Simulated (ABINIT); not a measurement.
## BAs (F-43m): refractive index against wavelength

The refractive index of BAs (F-43m) below the direct gap (3.29 eV on the mesh) is read from one computed spectrum, n = √(Re ε).

Symmetry: F-43m, No. 216, cubic system. The conventional cell has a = 4.777 Å, b = 4.777 Å, c = 4.777 Å, α = 90.00°, β = 90.00°, γ = 90.00°. As on site c is surrounded by 4 B at 2.07 Å. B on site a is surrounded by 4 As at 2.07 Å.

Method: ABINIT 10.8.3, PBE, independent particles, k-mesh 12×12×12, Lorentzian half width 0.05 eV.

Launch of the response step: `optic optic.abi`. The run took 33 s, its band step included, on 4 threads of Arm Neoverse V1, on a shared host.

```tsv
wavelength (nm)	photon energy E (eV)	n
1550	0.800	3.1947
1310	0.946	3.2078
1064	1.165	3.2322
850	1.459	3.2748
700	1.771	3.3349
633	1.959	3.3799
532	2.331	?
```

In the single-oscillator model n² − 1 = E₀E_d/(E₀² − E²), so 1/(n² − 1) = E₀/E_d − E²/(E₀E_d) is linear in E².

Working, on the rows shown:

| x = E² (eV²) | y = 1/(n² − 1) |
| --- | --- |
| 0.639837 | 0.108624 |
| 0.895757 | 0.107643 |
| 1.35784 | 0.105852 |
| 2.12762 | 0.102835 |
| 3.13716 | 0.098799 |
| 3.83641 | 0.095935 |

Means: x̄ = 1.9991, ȳ = 0.10328. Σ(x − x̄)(y − ȳ) = -0.03238, Σ(x − x̄)² = 8.164. Slope = -0.03238 / 8.164 = -0.003966; intercept = ȳ − slope · x̄ = 0.11121. Turned back into n, the line misses the rows shown by at most 0.00095.

Predict the last column of the withheld row from the fit.

At x = 5.4314 the line gives y = 0.089668, that is 3.4860. The run gave 3.4950, so the extrapolation is off by 0.009, 3 % of the range in the table.

Refitted with all rows, the slope is -0.004047 and the intercept 0.11134. These give E₀ = √(intercept/−slope) = 5.25 eV and E_d = E₀/intercept = 47.1 eV; E₀ is 1.6 times the direct gap. The electronic limit at long wavelengths, without lattice vibrations, is n = √(1 + 1/intercept) = 3.159. Excitons are left out and so are local fields; PBE gaps are as a rule too small. The values come from a sum over the points of one k-mesh and carry its error, which grows as the direct gap shrinks. Spin-orbit coupling is left out.

[Logs are printed without paths, hosts, clocks, repeated set-up lines and the standing remarks that a program may print on its own settings, such as how far it seeks lower states.]
